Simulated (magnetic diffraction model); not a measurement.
# Solving a magnetic structure from powder neutron data: Zn₂CrGeO₆

Space group Fm-3m (no. 225), a = 7.4540 Å.

| site | atom | x | y | z |
| --- | --- | --- | --- | --- |
| 4a | Ge | 0 | 0 | 0 |
| 8c | Zn | 1/4 | 1/4 | 3/4 |
| 4b | Cr | 1/2 | 0 | 0 |
| 24e | O | 0 | 0 | 0.7540 |

This is a made-up structure (elements placed in a structure type, unrelaxed), so the numbers test the method and describe no known phase.

Only Cr is taken to order (form factors of Cr4+); orders and moment sizes are assumed, and not adapted to the symmetry. Radiation: neutrons of λ = 2.41 Å, 8° to 90°; isotropic B of 0.66 Å² (Ge), 0.54 Å² (Zn), 0.61 Å² (Cr) and 1.05 Å² (O). The intensities are simulated: I ∝ L Σ (|F_N|² + |F_M⊥|²) for unpolarised neutrons, with F_M = 2.695 fm/μB × Σ f(s) S exp(2πi Q·r) exp(−B s²) at Q = H ± k (one set where k and −k are equivalent), only the part normal to Q counting and L = 1/(sin²θ cos θ). For collinear order S is the moment m, which repeats by lattice and centring translations R with the sign exp(−2πi k·R). Form factors are spin-only for 3d ions and dipole or tabulated for f ions, scattering lengths are Sears's of 1992, and absorption is left out. A label names one of the reflections at its angle. The strongest nuclear line in the range is 100, and lines under 0.2 are left out.

Above the ordering temperature:

```csv
2θ (°),index,I
32.52,(1 1 1),5.5
37.73,(2 0 0),15.2
54.42,(2 2 0),15.4
64.84,(3 1 1),3.0
68.11,(2 2 2),58.2
80.58,(4 0 0),100.0
89.60,(3 3 1),1.1
```

Below it (cell unchanged):

```csv
2θ (°),I
32.52,7.7
37.73,16.4
54.42,16.3
64.84,4.1
68.11,58.6
80.58,100.1
89.60,1.5
```

**Question.** Find the propagation vector, then choose among these models:
A. collinear moments along [001], 1.77 μB on Cr
B. collinear moments along [101], 1.77 μB on Cr
C. collinear moments along [100], 1.77 μB on Cr

No line moves, and magnetic intensity falls on nuclear lines such as the one at 32.52°, so the magnetic cell equals the chemical primitive cell: k = 0.

Magnetic intensity, observed (below minus above) and for each model:

| 2θ (°) | index | observed | A | B | C |
| --- | --- | --- | --- | --- | --- |
| 32.52 | (1 1 1) | 2.2 | 2.2 | 2.2 | 2.2 |
| 37.73 | (2 0 0) | 1.2 | 1.2 | 1.2 | 1.2 |
| 54.42 | (2 2 0) | 0.9 | 0.9 | 0.9 | 0.9 |
| 64.84 | (3 1 1) | 1.1 | 1.1 | 1.1 | 1.1 |

Models A, B and C match alike on every line, so these data can't choose among them (such ties are often domains of one structure): a powder sees only the angle between collinear moments and the unique axis of a uniaxial spin configuration, and no direction at all where the configuration is cubic.

The structure used: k = (0 0 0), collinear moments along [101], 1.77 μB on Cr.

[Logs are printed without paths, hosts, clocks, repeated set-up lines and the standing remarks that a program may print on its own settings, such as how far it seeks lower states.]
